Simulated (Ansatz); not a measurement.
In doubt: masses and optical values from hybrid runs of this build are listed as unsure, which bears on the screening that GW takes from such a start.

Two G0W0 runs on SiO2 (P3_221).

```
Si O
1.0
     4.91636    0.00000    0.00000
    -2.45818    4.25769    0.00000
     0.00000    0.00000    5.40840
Si O
3 6
Direct
  0.46973 0.00000 0.66667
  0.00000 0.46973 0.33333
  0.53027 0.53027 0.00000
  0.41354 0.26758 0.78558
  0.73242 0.14596 0.45225
  0.85404 0.58646 0.11891
  0.26758 0.41354 0.21442
  0.14596 0.73242 0.54775
  0.58646 0.85404 0.88109
```

The cell and positions come from the Crystallography Open Database and are kept as given unless a step says otherwise.

The first (Ansatz 0.2.0; start HSE06, 6×6×4 mesh, 673 empty bands, screening to 190 eV, hard PAW files; 1 × NVIDIA H100 80GB HBM3 (shared by 3 runs) with 4 threads of AMD EPYC 7R13 (Zen 3), shared host) gave, on its mesh: starting gap 7.83 eV, G0W0 gap 9.87 eV, RPA ε∞ (mean) 2.11, 5.8 min.

**Question.** The second changes start from HSE06 to PBE0. What does it give?

It gave: starting gap 8.59 eV, G0W0 gap 10.07 eV, RPA ε∞ (mean) 2.06, 6.7 min. The G0W0 gap moves by +0.21 eV, +0.76 eV from the start and −0.56 eV from the correction. Σc changes by −0.13 eV at the valence top and +0.08 eV at the conduction bottom, and Σx − Vxc between them by −0.77 eV.

Limits: not at the basis limit.

[Paths, hosts, dates, memory and timing lines, banners, echoed tables and standing remarks are left out of the program output.]

[Logs are printed without paths, hosts, clocks, repeated set-up lines and the standing remarks that a program may print on its own settings, such as how far it seeks lower states.]

[Runs of the session that timed out or met a known fault of the program may be left out.]

[Cells called generated may have been cut or substituted from an entry of the Crystallography Open Database or the Materials Project.]

[Hosts, paths, dates, database ids (printed as entryN), source tags and the programs' standing remarks are cut or masked in the printed files.]
